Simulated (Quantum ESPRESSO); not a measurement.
# SiC(11-20), H on both faces: a series in the number of layers, part 3 of 12

What law, if any, do the results for SiC(11-20), H on both faces follow against the number of layers?

Quantum ESPRESSO 7.5; plane-wave DFT, PBE, GBRV ultrasoft pseudopotentials.

So far. Step 2 (Relaxing cell and ions of the reference):  The last row is no step: it is a fresh SCF in the final cell with a new plane-wave basis, -0 meV from the row before.

## Step 4: Relaxing the ions, 3 layers

What the set-up leaves free in this member is relaxed.

System of this step: SiC(11-20), H on both faces, 3 layers. The cell holds 20 atoms: 8 H, 6 Si and 6 C. Its edges and angles: a = 5.354 Å, b = 5.073 Å, c = 21.499 Å, α = 90.0°, β = 90.0°, γ = 90.0°. It derives from SiC. Vacuum lies along c.

The input, m0.relax.in:

```
&control
  prefix = 'm0.relax'
  outdir = './out'
  pseudo_dir = './pseudo'
  nstep = 80
  forc_conv_thr = 0.0006
  calculation = 'relax'
/
&system
  ibrav = 0
  nat = 20
  ntyp = 3
  ecutwfc = 40
  ecutrho = 200
  occupations = 'smearing'
  smearing = 'fd'
  degauss = 0.002
/
&electrons
  conv_thr = 1e-08
  mixing_beta = 0.4
  electron_maxstep = 120
  mixing_mode = 'plain'
/
&ions
/
ATOMIC_SPECIES
  H   1.0080  h_pbe_v1.4.uspp.F.UPF
  Si  28.0850  si_pbe_v1.uspp.F.UPF
  C   12.0110  c_pbe_v1.2.uspp.F.UPF
CELL_PARAMETERS angstrom
  5.35374536700000 0.00000000000000 0.00000000000000
  0.00000000000000 5.07286068100000 0.00000000000000
  0.00000000000000 0.00000000000000 21.49887311408923
ATOMIC_POSITIONS crystal
  H   0.203925209200 0.902943906900 0.372279567853
  H   0.796074790800 0.402943906900 0.372279567853
  H   0.234736667300 0.448947499500 0.385570982283
  H   0.765263332700 0.948947499500 0.385570982283
  Si  0.333333333300 0.000000000000 0.428103508458
  Si  0.666666666700 0.500000000000 0.428103508458
  C   0.333333333300 0.375000000000 0.428103508458
  C   0.666666666700 0.875000000000 0.428103508458
  Si  0.833333333300 0.000000000000 0.500000000000
  Si  0.166666666700 0.500000000000 0.500000000000
  C   0.833333333300 0.375000000000 0.500000000000
  C   0.166666666700 0.875000000000 0.500000000000
  Si  0.333333333300 0.000000000000 0.571896491542
  Si  0.666666666700 0.500000000000 0.571896491542
  C   0.333333333300 0.375000000000 0.571896491542
  C   0.666666666700 0.875000000000 0.571896491542
  H   0.234736667300 0.448947499500 0.614429017717
  H   0.765263332700 0.948947499500 0.614429017717
  H   0.203925209200 0.902943906900 0.627720432147
  H   0.796074790800 0.402943906900 0.627720432147
K_POINTS automatic
  4 4 1 0 0 0
```

Launch:

```
$ OMP_NUM_THREADS=1 mpirun -n 4 pw.x -nk 1 -in m0.relax.in > m0.relax.out
```

The program printed:

```text
[banner, memory and clock lines left out]
Program PWSCF v.7.5 starts

          URL

     Message from routine setup:
     using ibrav=0 with symmetry is DISCOURAGED, use correct ibrav instead

     bravais-lattice index     =            0
     lattice parameter (alat)  =      10.1171  a.u.
     unit-cell volume          =    3940.2424 (a.u.)^3
     number of atoms/cell      =           20
     number of atomic types    =            3
     number of electrons       =        56.00
     number of Kohn-Sham states=           34
     kinetic-energy cutoff     =      40.0000  Ry
     charge density cutoff     =     200.0000  Ry
     scf convergence threshold =      1.0E-08
     mixing beta               =       0.4000
     number of iterations used =            8  plain     mixing
     energy convergence thresh.=      1.0E-04
     force convergence thresh. =      6.0E-04
     Exchange-correlation= SLA  PW   PBE  PBE
                           (   1   4   3   4   0   0   0)
     nstep                     =           80

     celldm(1)=  10.117112  celldm(2)=   0.000000  celldm(3)=   0.000000
     celldm(4)=   0.000000  celldm(5)=   0.000000  celldm(6)=   0.000000

     crystal axes: (cart. coord. in units of alat)
               a(1) = (   1.000000   0.000000   0.000000 )
               a(2) = (   0.000000   0.947535   0.000000 )
               a(3) = (   0.000000   0.000000   4.015670 )

     reciprocal axes: (cart. coord. in units 2 pi/alat)
               b(1) = (  1.000000  0.000000  0.000000 )
               b(2) = (  0.000000  1.055370  0.000000 )
               b(3) = (  0.000000  0.000000  0.249024 )

     PseudoPot. # 1 for H  read from file:
     ./pseudo/h_pbe_v1.4.uspp.F.UPF
     Pseudo is Ultrasoft, Zval =  1.0
     Generated by new atomic code, or converted to UPF format
     Using radial grid of  615 points,  2 beta functions with:
                l(1) =   0
                l(2) =   0
     Q(r) pseudized with  8 coefficients,  rinner =    0.700

     PseudoPot. # 2 for Si read from file:
     ./pseudo/si_pbe_v1.uspp.F.UPF
     Pseudo is Ultrasoft + core correction, Zval =  4.0
     Generated by new atomic code, or converted to UPF format
     Using radial grid of  899 points,  6 beta functions with:
                l(1) =   0
                l(2) =   0
                l(3) =   1
                l(4) =   1
                l(5) =   2
                l(6) =   2
     Q(r) pseudized with  8 coefficients,  rinner =    0.900   0.900   0.900
                                                       0.900   0.900

     PseudoPot. # 3 for C  read from file:
     ./pseudo/c_pbe_v1.2.uspp.F.UPF
     Pseudo is Ultrasoft + core correction, Zval =  4.0
     Generated by new atomic code, or converted to UPF format
     Using radial grid of  721 points,  4 beta functions with:
                l(1) =   0
                l(2) =   0
                l(3) =   1
                l(4) =   1
     Q(r) pseudized with  8 coefficients,  rinner =    1.100   1.100   1.100

     atomic species   valence    mass     pseudopotential
     H                 1.00     1.00800     H ( 1.00)
     Si                4.00    28.08500     Si( 1.00)
     C                 4.00    12.01100     C ( 1.00)

      4 Sym. Ops. (no inversion) found ( 2 have fractional translation)

   Cartesian axes

     site n.     atom                  positions (alat units)
         1        H      tau(   1) = (   0.2039252   0.8555709   1.4949518  )
         2        H      tau(   2) = (   0.7960748   0.3818034   1.4949518  )
         3        H      tau(   3) = (   0.2347367   0.4253934   1.5483257  )
         4        H      tau(   4) = (   0.7652633   0.8991609   1.5483257  )
         5        Si     tau(   5) = (   0.3333333   0.0000000   1.7191223  )
         6        Si     tau(   6) = (   0.6666667   0.4737675   1.7191223  )
         7        C      tau(   7) = (   0.3333333   0.3553256   1.7191223  )
         8        C      tau(   8) = (   0.6666667   0.8290931   1.7191223  )
         9        Si     tau(   9) = (   0.8333333   0.0000000   2.0078349  )
        10        Si     tau(  10) = (   0.1666667   0.4737675   2.0078349  )
        11        C      tau(  11) = (   0.8333333   0.3553256   2.0078349  )
        12        C      tau(  12) = (   0.1666667   0.8290931   2.0078349  )
        13        Si     tau(  13) = (   0.3333333   0.0000000   2.2965474  )
        14        Si     tau(  14) = (   0.6666667   0.4737675   2.2965474  )
        15        C      tau(  15) = (   0.3333333   0.3553256   2.2965474  )
        16        C      tau(  16) = (   0.6666667   0.8290931   2.2965474  )
        17        H      tau(  17) = (   0.2347367   0.4253934   2.4673440  )
        18        H      tau(  18) = (   0.7652633   0.8991609   2.4673440  )
        19        H      tau(  19) = (   0.2039252   0.8555709   2.5207179  )
        20        H      tau(  20) = (   0.7960748   0.3818034   2.5207179  )

     number of k points=     9  Fermi-Dirac smearing, width (Ry)=  0.0020
                       cart. coord. in units 2pi/alat
        k(    1) = (   0.0000000   0.0000000   0.0000000), wk =   0.1250000
        k(    2) = (   0.0000000   0.2638425   0.0000000), wk =   0.2500000
        k(    3) = (   0.0000000  -0.5276850   0.0000000), wk =   0.1250000
        k(    4) = (   0.2500000   0.0000000   0.0000000), wk =   0.2500000
        k(    5) = (   0.2500000   0.2638425   0.0000000), wk =   0.5000000
        k(    6) = (   0.2500000  -0.5276850   0.0000000), wk =   0.2500000
        k(    7) = (  -0.5000000   0.0000000   0.0000000), wk =   0.1250000
        k(    8) = (  -0.5000000   0.2638425   0.0000000), wk =   0.2500000
        k(    9) = (  -0.5000000  -0.5276850   0.0000000), wk =   0.1250000

     Dense  grid:   188321 G-vectors     FFT dimensions: (  45,  48, 192)

     Smooth grid:   134669 G-vectors     FFT dimensions: (  45,  40, 180)

     Initial potential from superposition of free atoms

     starting charge      55.9957, renormalised to      56.0000

     negative rho (up, down):  1.873E-03 0.000E+00
     Starting wfcs are   56 randomized atomic wfcs

     per-process dynamical memory:    71.3 Mb

     Self-consistent Calculation

     iteration #  1     ecut=    40.00 Ry     beta= 0.40
     Davidson diagonalization with overlap
     ethr =  1.00E-02,  avg # of iterations =  3.0

     negative rho (up, down):  1.649E-03 0.000E+00

     total energy              =    -135.56865193 Ry
     estimated scf accuracy    <       3.16522022 Ry

     iteration #  2     ecut=    40.00 Ry     beta= 0.40
     Davidson diagonalization with overlap
[...]
2.9112   3.3104

          k = 0.2500 0.2638 0.0000 ( 16841 PWs)   bands (ev):

   -15.7757 -14.1251 -14.0487 -13.6512 -12.8948 -12.5345  -9.4822  -9.3281
    -8.7043  -8.3609  -8.1496  -7.4122  -6.8094  -6.1895  -6.1121  -5.9219
    -5.5894  -5.4340  -5.3723  -4.6383  -4.0278  -4.0231  -3.9428  -3.6311
    -3.4721  -3.0774  -2.7854  -2.6206   2.0736   2.6498   2.7775   2.8695
     3.2188   3.4768

          k = 0.2500-0.5277 0.0000 ( 16836 PWs)   bands (ev):

   -14.9566 -14.9566 -13.5271 -13.5271 -13.2858 -13.2858  -9.2604  -9.2604
    -9.1005  -9.1005  -7.5855  -7.5855  -6.3835  -6.3835  -5.6752  -5.6752
    -4.8505  -4.8505  -4.7319  -4.7319  -3.8221  -3.8221  -3.7543  -3.7543
    -3.4360  -3.4360  -3.4110  -3.4110   2.6653   2.6653   2.9953   2.9953
     3.0694   3.0694

          k =-0.5000 0.0000 0.0000 ( 16900 PWs)   bands (ev):

   -15.4720 -15.1789 -14.2357 -12.7975 -12.6409 -12.2943  -9.2757  -9.1142
    -9.0863  -8.1376  -8.0597  -7.7728  -6.8933  -6.7558  -6.3694  -6.0177
    -5.6037  -5.3807  -5.2929  -4.7247  -4.3913  -3.8150  -3.7132  -3.4870
    -3.2273  -3.0402  -2.9526  -2.5671   2.0735   2.4334   2.6346   3.0502
     3.3395   3.4047

          k =-0.5000 0.2638 0.0000 ( 16872 PWs)   bands (ev):

   -15.2005 -14.9065 -14.0176 -13.3007 -12.9740 -12.9453  -9.7141  -9.0588
    -8.9641  -8.7194  -7.5382  -7.2280  -6.5015  -6.4235  -5.8627  -5.8503
    -5.3205  -5.3041  -5.1564  -4.4502  -4.2097  -4.0534  -3.9189  -3.9164
    -3.2547  -2.9844  -2.9294  -2.9271   2.3740   2.4580   2.4743   2.6697
     3.1030   3.3153

          k =-0.5000-0.5277 0.0000 ( 16804 PWs)   bands (ev):

   -14.4673 -14.4673 -14.0402 -14.0402 -13.4631 -13.4631  -9.5979  -9.5979
    -8.6913  -8.6913  -7.8264  -7.8264  -5.4784  -5.4784  -5.4444  -5.4444
    -4.7370  -4.7370  -4.2462  -4.2462  -4.1207  -4.1207  -3.9884  -3.9884
    -3.8032  -3.8032  -3.7129  -3.7129   2.4435   2.4435   2.8122   2.8122
     3.2719   3.2719

     the Fermi energy is    -1.2507 ev

!    total energy              =    -136.03898979 Ry
     estimated scf accuracy    <          1.6E-11 Ry
     smearing contrib. (-TS)   =      -0.00000000 Ry
     internal energy E=F+TS    =    -136.03898979 Ry

     The total energy is F=E-TS. E is the sum of the following terms:
     one-electron contribution =   -1512.13813551 Ry
     hartree contribution      =     768.75762157 Ry
     xc contribution           =     -54.14588718 Ry
     ewald contribution        =     661.48741133 Ry

     convergence has been achieved in   8 iterations

     negative rho (up, down):  2.334E-03 0.000E+00

     Forces acting on atoms (cartesian axes, Ry/au):

     atom    1 type  1   force =    -0.00025288    0.00074966   -0.00064547
     atom    2 type  1   force =     0.00025288    0.00074966   -0.00064547
     atom    3 type  1   force =     0.00043203   -0.00031749   -0.00073029
     atom    4 type  1   force =    -0.00043203   -0.00031749   -0.00073029
     atom    5 type  2   force =    -0.00011175    0.00012854   -0.00111669
     atom    6 type  2   force =     0.00011175    0.00012854   -0.00111669
     atom    7 type  3   force =     0.00009840    0.00018804   -0.00022219
     atom    8 type  3   force =    -0.00009840    0.00018804   -0.00022219
     atom    9 type  2   force =     0.00064793   -0.00103572    0.00000000
     atom   10 type  2   force =    -0.00064793   -0.00103572    0.00000000
     atom   11 type  3   force =    -0.00131369   -0.00046179    0.00000000
     atom   12 type  3   force =     0.00131369   -0.00046179    0.00000000
     atom   13 type  2   force =    -0.00011175    0.00012854    0.00111669
     atom   14 type  2   force =     0.00011175    0.00012854    0.00111669
     atom   15 type  3   force =     0.00009840    0.00018804    0.00022219
     atom   16 type  3   force =    -0.00009840    0.00018804    0.00022219
     atom   17 type  1   force =     0.00043203   -0.00031749    0.00073029
     atom   18 type  1   force =    -0.00043203   -0.00031749    0.00073029
     atom   19 type  1   force =    -0.00025288    0.00074966    0.00064547
     atom   20 type  1   force =     0.00025288    0.00074966    0.00064547

     Total force =     0.004450     Total SCF correction =     0.000005
     Energy error            =      4.3E-05 Ry
     Gradient error          =      1.3E-03 Ry/Bohr

     number of scf cycles    =  10
     number of bfgs steps    =   9

     energy             old  =    -136.0389471211 Ry
     energy             new  =    -136.0389897908 Ry

     CASE: energy            _new < energy            _old

     new trust radius        =       0.0045633800 bohr
     new conv_thr            =            1.0E-10 Ry

ATOMIC_POSITIONS (crystal)
H                0.2045367703        0.9105726286        0.3711297301
H                0.7954632297        0.4105726286        0.3711297301
H                0.2399926014        0.4430470230        0.3874812340
H                0.7600073986        0.9430470230        0.3874812340
Si               0.3352703343        0.0015466223        0.4290814306
Si               0.6647296657        0.5015466223        0.4290814306
C                0.3366052904        0.3722668613        0.4297382213
C                0.6633947096        0.8722668613        0.4297382213
Si               0.8352830321        0.0001584248        0.5000000000
Si               0.1647169679        0.5001584248        0.5000000000
C                0.8340385272        0.3737581179        0.5000000000
C                0.1659614728        0.8737581179        0.5000000000
Si               0.3352703343        0.0015466223        0.5709185694
Si               0.6647296657        0.5015466223        0.5709185694
C                0.3366052904        0.3722668613        0.5702617787
C                0.6633947096        0.8722668613        0.5702617787
H                0.2399926014        0.4430470230        0.6125187660
H                0.7600073986        0.9430470230        0.6125187660
H                0.2045367703        0.9105726286        0.6288702699
H                0.7954632297        0.4105726286        0.6288702699

     XML data file
     NEW-OLD atomic charge density approx. for the potential

     negative rho (up, down):  2.331E-03 0.000E+00

     per-process dynamical memory:   119.5 Mb

     Self-consistent Calculation

     iteration #  1     ecut=    40.00 Ry     beta= 0.40
     Davidson diagonalization with overlap
     ethr =  1.00E-06,  avg # of iterations =  2.0

     Threshold (ethr) on eigenvalues was too large:
     Diagonalizing with lowered threshold

     Davidson diagonalization with overlap
     ethr =  1.53E-08,  avg # of iterations =  3.7

     negative rho (up, down):  2.332E-03 0.000E+00

     total energy              =    -136.03902026 Ry
     estimated scf accuracy    <       0.00001485 Ry

     iteration #  2     ecut=    40.00 Ry     beta= 0.40
     Davidson diagonalization with overlap
     ethr =  2.65E-08,  avg # of iterations =  2.0

     negative rho (up, down):  2.333E-03 0.000E+00

     total energy              =    -136.03902199 Ry
     estimated scf accuracy    <       0.00000241 Ry

     iteration #  3     ecut=    40.00 Ry     beta= 0.40
     Davidson diagonalization with overlap
     ethr =  4.31E-09,  avg # of iterations =  1.1

     negative rho (up, down):  2.333E-03 0.000E+00

     total energy              =    -136.03902214 Ry
     estimated scf accuracy    <       0.00000055 Ry

     iteration #  4     ecut=    40.00 Ry     beta= 0.40
     Davidson diagonalization with overlap
     ethr =  9.88E-10,  avg # of iterations =  2.0

     negative rho (up, down):  2.334E-03 0.000E+00

     total energy              =    -136.03902219 Ry
     estimated scf accuracy    <       0.00000007 Ry

     iteration #  5     ecut=    40.00 Ry     beta= 0.40
     Davidson diagonalization with overlap
     ethr =  1.24E-10,  avg # of iterations =  2.1

     negative rho (up, down):  2.334E-03 0.000E+00

     total energy              =    -136.03902220 Ry
     estimated scf
```

The job ended after 8.1 min (4 MPI ranks of Arm Neoverse V1, shared host; peak memory 1.1 GiB; 32 min of CPU time).

Step by step:

```
step  energy less that of the first step (eV)  largest force (eV/Å)
   1                                   0.0000                0.7270
   2                                  -0.0556                0.3082
   3                                  -0.0741                0.2094
   4                                  -0.0907                0.1623
   5                                  -0.0968                0.1329
   6                                  -0.1011                0.1062
   7                                  -0.1047                0.0980
   8                                  -0.1076                0.0765
   9                                  -0.1088                0.0477
  10                                  -0.1094                0.0358
  11                                  -0.1098                0.0389
  12                                  -0.1102                0.0353
  13                                  -0.1104                0.0246
  14                                  -0.1106                0.0178
  15                                  -0.1106                0.0108
```

The atoms that moved most (Å):

```
atom      dx      dy      dz  length
  H4  -0.031  -0.033   0.038   0.059
  H3   0.031  -0.033   0.038   0.059
 H18  -0.031  -0.033  -0.038   0.059
 H17   0.031  -0.033  -0.038   0.059
  H2  -0.002   0.045  -0.029   0.054
 H20  -0.002   0.045   0.029   0.054
  H1   0.002   0.045  -0.029   0.054
 H19   0.002   0.045   0.029   0.054
```

The relaxation lowers the energy by 6 meV an atom.

This step gave:

```
free energy  : -1850.9060 eV
Fermi energy : -1.248 eV
```

(Continued in part 4 of 12.)

[Logs are printed without paths, hosts, clocks, repeated set-up lines and the standing remarks that a program may print on its own settings, such as how far it seeks lower states.]

[Hosts, paths, dates, database ids (printed as entryN), source tags and the programs' standing remarks are cut or masked in the printed files.]

[Maps of the electrostatic potential energy from Ansatz leave out the sawtooth potential of an applied field or a dipole correction, so their vacuum need not be flat; planar profiles and work functions include it.]
